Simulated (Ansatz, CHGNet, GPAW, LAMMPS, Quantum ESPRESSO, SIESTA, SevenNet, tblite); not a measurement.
**Other levels on amorphous polyacrylonitrile (as short chains C14N4H18) at 540 K (108 atoms)**

Density of this cell: 0.938 g/cm³. The cell holds 108 atoms: 42 C, 12 N and 54 H. Its edges and angles: a = 10.877 Å, b = 10.877 Å, c = 10.877 Å, α = 90.0°, β = 90.0°, γ = 90.0°. 3 polyacrylonitrile chains of 4 units with methyl end groups placed at random, at 0.938 g/cm³; overlaps pushed apart, then 20 ps at 800 K with MMFF94 bonds, angles, torsions, charges and radii (Halgren, J. Comput. Chem. 17, 490 (1996)) in harmonic and 12-6 forms. Snapshot after 30 ps at 540 K and fixed volume.

Geometry: as built.

The reference, a calculation:

```
method                                           : Kohn-Sham DFT, PBE, PAW, plane waves (Ansatz 0.2.0); cutoff 420 eV, Γ point, fermi-dirac smearing of 0.05 eV; PAW set soft_2
r.m.s. force component                           : 1.085 eV/Å
longest force                                    : 4.805 eV/Å
pressure                                         : 1.522 GPa
gap (highest filled to lowest empty level) : 5.45 eV
SCF cycles                                       : 11
time                                             : 13 s on 4 threads of Arm Neoverse V1, shared host
CPU time                                         : 49 s
```

Q: Estimate the differences from the reference, the CPU time and the memory of each run.
- GPAW RPBE, LCAO dzp, h 0.18 Å (GPAW 26.7.0; 2 MPI ranks)
- GPAW PBE, LCAO dzp, h 0.28 Å (GPAW 26.7.0; 1 thread)
- SevenNet 0 potential (SevenNet 0; 1 thread)
- SIESTA PBE, SZ, shift 0.01 Ry, mesh 500 Ry (SIESTA 5.4.2; 1 thread)
- QE PBE, sssp-1.3.0-efficiency, 30/240 Ry (Quantum ESPRESSO 7.5; 2 MPI ranks)
- SevenNet l3i5 potential (SevenNet l3i5; 1 thread)
- SIESTA PBE, SZP, shift 0.01 Ry, mesh 500 Ry (SIESTA 5.4.2; 2 MPI ranks)
- GPAW PBE, grid h 0.18 Å (GPAW 26.7.0; 2 MPI ranks)
- CHGNet 0.3.0 potential (CHGNet 0.3.0; 1 thread)
- SIESTA PBE, DZP, shift 0.01 Ry, mesh 500 Ry (SIESTA 5.4.2; 2 MPI ranks)

Differences are against the plane-wave reference, forces as r.m.s. over components; share is that over the reference's r.m.s. force, slope the least-squares factor from reference forces to these. Total energies of different programs have different zeros and aren't compared.

```tsv
run	Δ force, r.m.s. (meV/Å)	share (%)	slope	Δ pressure (GPa)	Δ gap (eV)	cores	CPU time	memory (GiB)
reference	-	-	-	-	-	4	49 s	1.2
GPAW RPBE, LCAO dzp, h 0.18 Å	612	56.3	1.009	-	0.337	2	1.8 min	1.3
GPAW PBE, LCAO dzp, h 0.28 Å (coarse)	949	87.4	1.012	-	0.257	1	48 s	0.43
SevenNet 0 potential	228	21.0	0.933	-0.753	-	1	9.2 s	1.1
SIESTA PBE, SZ, shift 0.01 Ry, mesh 500 Ry (coarse)	3273	302	0.940	18.7	0.457	1	79 s	0.79
QE PBE, sssp-1.3.0-efficiency, 30/240 Ry (coarse)	230	21.2	0.998	-4.19	-0.0166	2	1.9 min	1.1
SevenNet l3i5 potential	166	15.3	1.004	0.129	-	1	12 s	1.8
SIESTA PBE, SZP, shift 0.01 Ry, mesh 500 Ry (coarse)	1882	173	0.961	8.98	0.340	2	3.2 min	1.7
GPAW PBE, grid h 0.18 Å	18.4	1.69	1.006	-	0	2	4.6 min	2.1
CHGNet 0.3.0 potential	291	26.9	0.890	-0.213	-	1	5.4 s	2.0
SIESTA PBE, DZP, shift 0.01 Ry, mesh 500 Ry	710	65.4	1.023	3.29	0.194	2	4 min	1.8
```

Rows marked coarse were listed beforehand as settings not expected to be converged; some can still land near the reference.

Times of the machine-learned potentials are mostly Python's start and the loading of weights.

CPU time is summed over cores on a shared host, where runs went side by side, so it is rough. Symmetry, cutoffs, thresholds, outputs and thread counts weren't matched or tuned between programs; memory under MPI is the largest rank's times the ranks.

PBE on plane waves or a grid with other potentials, cutoffs or grids, coarse settings apart, differs from the reference by 1.7 % (GPAW PBE, grid h 0.18 Å) of the r.m.s. force; this holds the reference's own error, so differences of a few per cent don't tell which side is nearer the exact PBE result. The PBE run in local orbitals, coarse settings apart, differs by 65 % (SIESTA PBE, DZP, shift 0.01 Ry, mesh 500 Ry); basis, grid and potentials can all enter, and differences of this size make the forces unusable. Machine-learned potentials differ by 15 % (SevenNet l3i5 potential) to 27 % (CHGNet 0.3.0 potential); they were trained on other programs' data. Rows with another functional or a dispersion term differ by 56 % (GPAW RPBE, LCAO dzp, h 0.18 Å), which mixes the change of model with differences of basis and potentials. Machine-learned potentials mimic data converged in k, so the reference's own k-point error enters their differences. The network of contacts between molecules at the start is that of the classical potential that made the cell, and needn't be the one that DFT or experiment would give. The electronic-structure runs sample only Γ, in a cell whose shortest periodic width is 11 Å.

[Logs are printed without paths, hosts, clocks, repeated set-up lines and the standing remarks that a program may print on its own settings, such as how far it seeks lower states.]

[Hosts, paths, dates, database ids (printed as entryN), source tags and the programs' standing remarks are cut or masked in the printed files.]

[The MMFF94 radii named for the starting cell were scaled by 0.96; in molecules described by MMFF94, hydrogen bound to N, O or S took a small fixed 12-6 site in their place.]
